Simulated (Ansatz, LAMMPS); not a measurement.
# Site preference of a vacancy of Si in glassy 56SiO2-26Al2O3-18BaO (mol %) (114 atoms), part 2 of 3

Aim: make a vacancy of Si at several sites of glassy 56SiO2-26Al2O3-18BaO (mol %) (114 atoms), relax each, and compare their energies.

Ansatz 0.2.0; Kohn-Sham DFT, PBE, PAW (set soft_2), plane waves.

The cell: 19 Si, 18 Al, 6 Ba and 71 O. The quench rate of 20 K/ps far exceeds what a furnace or splat quench reaches. The network of bonds at the start is that of the classical potential that made the cell. Only the Γ point is sampled, in a cell whose shortest periodic width is 12 Å. Spin–orbit coupling is left out.

So far. Step 2 (Single point at the start): The r.m.s. force at the start is 0.74 eV/Å. Step 3 (Relaxation): The relaxation converged after 9 steps, 4.67 eV below its start, with a largest force component of 0.035 eV/Å.

## 4. Single point at the relaxed geometry

One more single point at the end of the walk gives the fuller output and checks the residual forces.

File input.yaml:

```yaml
crystal:
  lattice:
    - [11.6084, 0.0, 0.0]
    - [0.0, 11.6084, 0.0]
    - [0.0, 0.0, 11.6084]
  atoms:
    - { symbol: Si, position: [0.67937, 0.60252, 0.42447] }
    - { symbol: Si, position: [0.30974, 0.63847, 0.50686] }
    - { symbol: Si, position: [0.35683, 0.9461, 0.93103] }
    - { symbol: Si, position: [0.47238, 0.69617, 0.30867] }
    - { symbol: Si, position: [0.53288, 0.56015, 0.82272] }
    - { symbol: Si, position: [0.19772, 0.16097, 0.87503] }
    [... 102 atom lines left out ...]
    - { symbol: O, position: [0.37778, 0.34344, 0.41054] }
    - { symbol: O, position: [0.69867, 0.62108, 0.56237] }
    - { symbol: O, position: [0.99109, 0.45277, 0.47101] }
    - { symbol: O, position: [0.43526, 0.27957, 0.19586] }
    - { symbol: O, position: [0.63785, 0.10188, 0.13741] }
    - { symbol: O, position: [0.45834, 0.66427, 0.1698] }
kpoints:
  mp_grid: { grid: [1, 1, 1] }
hamiltonian:
  xc: pbe
scf:
  occupations: { method: fixed }
output:
  forces: true
  stress: true
  populations: true
  dos:
    method: { smearing: { sigma: 0.1 } }
    de: 0.1
    projected: { site_lists: { Al: [Al], Ba: [Ba], O: [O], Si: [Si] } }
  eigenvalues: true
  write_density: true
  write_potential: true
  volumetric_format: npy
  elf: true
```

Command:

```
$ ansatz run input.yaml --threads 4 --pin off --max-ram 8192MiB --backend cpu --events-out ev --progress --plain --runs-dir out
```

Log:

```text
[...]
Crystal: 114 atoms, lattice volume = 1564.289 Å³
Basis set: ecut = 420 eV, 30647 PW (Γ), exchange–correlation on 160×160×160 points (8 copies of the dense FFT grid, shifted against one another)
Bands: 422, of which v1, the nominal top of the filled ones, is band 308 counted from 1 (307 counted from 0)
Symmetry: 1 space group operations
[...]
k-points: 1
[...]
SCF iter   1: F=—  HF=-97885.781117 eV  |F-HF|=—  |Δ(HF+E_count)|=         —  Δρ=1.92e-3  dr2=7.96e-2  ethr=1.77e-3  ⟨swp⟩=5.0  Hψ=1668  notcnv=0  defer=111
[...]
SCF iter   9: F=-97885.787608 eV  HF=-97885.787608 eV  |F-HF|=1.46e-8  |Δ(HF+E_count)|=   2.55e-8  Δρ=1.34e-6  dr2=3.03e-8  ethr=1.62e-11  ⟨swp⟩=25.0  Hψ=4575  notcnv=0
SCF 1 converged in 9 iterations: F = -97885.787608 eV  dr2 = 3.03e-8
[...]
SCF converged after 9 iterations
Free energy (F): -97885.787608 eV
[...]
Internal energy: -97885.787608 eV  (E = F + TS)
E sigma→0 (E₀):  -97885.787608 eV
Fermi energy:    4.456808 eV
[...]
--- Forces (eV/Å), atoms counted from 1 ---
  atom   1  Si     0.00213353    -0.00934349     0.00491846
  atom   2  Si    -0.00719020     0.00834760     0.00893580
  atom   3  Si     0.00267175    -0.00128114     0.01241593
  atom   4  Si     0.00613845    -0.03625807    -0.00914463
  atom   5  Si    -0.00210776    -0.00695651    -0.00999847
  atom   6  Si    -0.01137380     0.00789691    -0.00187170
  atom   7  Si    -0.01278373     0.01466763    -0.02076806
  atom   8  Si    -0.00133670     0.00439571     0.00515892
  atom   9  Si     0.00082921     0.02020716     0.00983070
  atom  10  Si    -0.03339306    -0.00664519    -0.00531584
  atom  11  Si    -0.00445910    -0.00449716    -0.01913970
  atom  12  Si     0.00414178     0.00726079    -0.00889380
  atom  13  Si    -0.00533726     0.00004153     0.00649346
  atom  14  Si     0.00849691     0.00671620    -0.00231148
[...]
atom 113  O      0.00796268     0.00201022    -0.00993349
  atom 114  O      0.01246193     0.00833639     0.00163741
  max |Σ_I F_I| component: 1.59e-4 eV/Å
--- Stress (GPa, compression-positive) ---
        2.305282      -1.225798      -0.972582
       -1.225795       2.290096      -0.186547
       -0.972583      -0.186543       1.844968
  P = ⅓ Tr σ = 2.1468 GPa (21.468 kbar)
--- Band table (eV) ---
[...]
--- Löwdin populations: 114 sites ---
  site symbol       q [e]
     0     Si      2.2581
     1     Si      2.3478
     2     Si      2.2873
[...]
113      O      6.8043
  spilling = 0.011960 (of n_electrons = 616.000000)
```

It took 32 s on 4 threads of Arm Neoverse V1, shared host; peak memory 2.1 GiB.

Numbers from this run:

| Property | Result |
| --- | --- |
| free energy | -97885.7876 eV |
| free energy per atom | -858.6473 eV/atom |
| SCF cycles | 9 |
| pressure | 2.147 GPa |
| r.m.s. force component | 0.00855 eV/Å |
| longest force | 0.03789 eV/Å |
| Fermi energy | 4.457 eV |
| gap (highest filled to lowest empty level) | 3.726 eV |
| spilling of the projection | 0.01196 |

Löwdin charges by element and coordination (they lack the spilled electrons, 0.065 e an atom on average):

```
element  coordination  atoms  mean charge (e)  spread   least    most
     Al           all     18             1.31  0.0371    1.25    1.38
     Al             4     17             1.31  0.0379    1.25    1.38
     Al             5      1             1.29       0    1.29    1.29
     Ba           all      6             1.95  0.0267    1.92    2.00
     Ba             6      1             1.93       0    1.93    1.93
     Ba             8      2             1.97  0.0355    1.93    2.00
     Ba             9      2             1.94  0.0142    1.92    1.95
     Ba            10      1             1.94       0    1.94    1.94
      O           all     71           -0.850   0.047  -0.971  -0.759
      O             2     23           -0.813  0.0324  -0.897  -0.759
      O             3     39           -0.865  0.0417  -0.971  -0.778
      O             4      9           -0.877  0.0438  -0.945  -0.804
     Si           all     19             1.71  0.0317    1.65    1.76
```

Density of states as counts of states in windows of 1 eV (from the Fermi level), total and the larger projections:

```
from (eV)  to (eV)  total   O p  Ba p
      -14      -12    0.0   0.0   0.0
      -12      -11   20.1   0.8  18.8
      -11      -10   15.9   0.8  14.5
      -10       -9    5.7   3.7   0.1
       -9       -8   10.6   7.2   0.1
       -8       -7   17.2  12.0   0.1
       -7       -6   29.1  21.8   0.1
       -6       -5   42.3  32.6   0.2
       -5       -4   52.4  42.3   0.2
       -4       -3   65.4  56.7   0.3
       -3       -2   87.9  80.8   0.4
       -2       -1   85.7  81.3   0.3
       -1        0   28.6  27.5   0.1
        0        1    1.0   0.9   0.0
        1        3    0.0   0.0   0.0
        3        4    2.0   0.0   0.0
        4        5    3.8   0.2   0.0
```

With fixed occupations the program's Fermi level is the highest filled level; weight inside the gap is the broadening of levels at its edges.

Between -26 and -14 eV lie 150 more states.

The levels nearest the highest filled one (over half full), pooled over k-points and spins:

```
level less the highest filled one (eV)  occupation
                                -0.644           2
                                -0.517           2
                                -0.404           2
                                -0.350           2
                               -0.0785           2
                                     0           2
                                  3.73           0
                                  4.80           0
                                  4.95           0
                                  5.11           0
                                  5.21           0
                                  5.26           0
```

Electrostatic potential energy in the ab plane at fractional z = 0.091, with atoms of Si and Al and Ba and O within 0.2 Å of it. With pseudopotentials it is smooth inside the atoms' cores, unlike the true potential.

Values in eV, 13 rows by 16 columns, each cell a mean:
```
-15  -6  -1   1   3   8  11  11  11  11   9   7  -8  -2   7   7
 -5  -5  -9  -8  -8   3  11  11  10   9   9   8  -5  -3  -2  -1
  9   6  -5   1   9  11  11  10   9   7   1  -5   1   6  -3   0
  5  -3 -28   3  10  10   8   7   8   3 -21 -35 -24   2 -23 -17
-10  -1   2   6   9   6  -9 -12   3   4 -16 -30 -18   4   5  -7
 -6  -4   6   8   8   4 -19 -21   2   7   5   1   5  -4  -7  -2
  6   3   8   9   8   7 -21 -16   7   9   9   6   2 -18 -19   5
  5  10  10   9   9   9 -12 -19 -14  -2  -8  -4  -6  -8   4   5
-27   7  10  10  10  10   6 -24 -37 -10   3   1  -8  -6   6 -12
-20   2   9  10  11  11  10   2  -5   5   9   8   6   8   9  -4
-37 -14   9  11  11  11  11  11  10  10   9   8   7   2 -14 -22
 -9   3  10  11  11  11  11  11  11   5 -11  -5  -8 -12 -25  -4
 10  10  10  10  11  11  11  11  11  10   5  -6  -8  -1   9  10
```
Columns run along a (11.6 Å; values clipped at the 3rd and 97th percentile), rows up along b (11.6 Å). Atoms in or near the plane, at fractional coordinates: Si at (0.51, 0.35), Si at (0.02, 0.19), Al at (0.79, 0.39), Ba at (0.71, 0.69), O at (0.01, 0.32), O at (0.89, 0.13), O at (0.42, 0.46), O at (0.87, 0.52).

ELF in the ab plane at fractional z = 0.091, with atoms of Si and Al and Ba and O within 0.2 Å of it. It is the smooth field of the valence electrons, not physical close to the nuclei.

Ten even steps from '0' (0.00) to '9' (0.87), each cell a mean:
```
999841147776300000000001589852026
989960279998620000000004899984248
889830169999730000000014899985247
444310037888520000000001366532223
101367411343100000002455421026874
304888841000001210016999984168888
416888962000024542018972387279789
315789851011136752017960288237898
002233310122247752004998895101332
146642100122212321000478742365430
379986300011345421000011115899962
268997300003789862001210048966872
125675100027975873036763137998851
211111000027987983378997201465312
875200000003567741489997200011257
799620000000012111267775100001588
688520000000122212223331111101488
986200000000122223310000000000158
321110000000010011100000001355432
112210000000000000025653114898884
112210000000000000379986215984797
111100000000000001489998203898885
000000000000000000268986000367631
454200012332000000025542123211001
```
Columns run along a (11.6 Å), rows up along b (11.6 Å). Atoms in or near the plane, at fractional coordinates: Si at (0.51, 0.35), Si at (0.02, 0.19), Al at (0.79, 0.39), Ba at (0.71, 0.69), O at (0.01, 0.32), O at (0.89, 0.13), O at (0.42, 0.46), O at (0.87, 0.52).

The highest filled and lowest empty levels differ by 3.73 eV (at Γ alone); a semilocal functional tends to put such gaps too low. In a disordered cell it changes from sample to sample, and tail or defect levels can set it. Mean Löwdin charges: Al +1.31, Ba +1.95, O -0.85, Si +1.71 e (they miss 1.2 % of the electrons, so they add up to more than the cell's charge).

[end of part 2 of 3]

[Long decimals in the printed logs are rounded to 6 places.]

[Logs are printed without paths, hosts, clocks, repeated set-up lines and the standing remarks that a program may print on its own settings, such as how far it seeks lower states.]

[Hosts, paths, dates, database ids (printed as entryN), source tags and the programs' standing remarks are cut or masked in the printed files.]
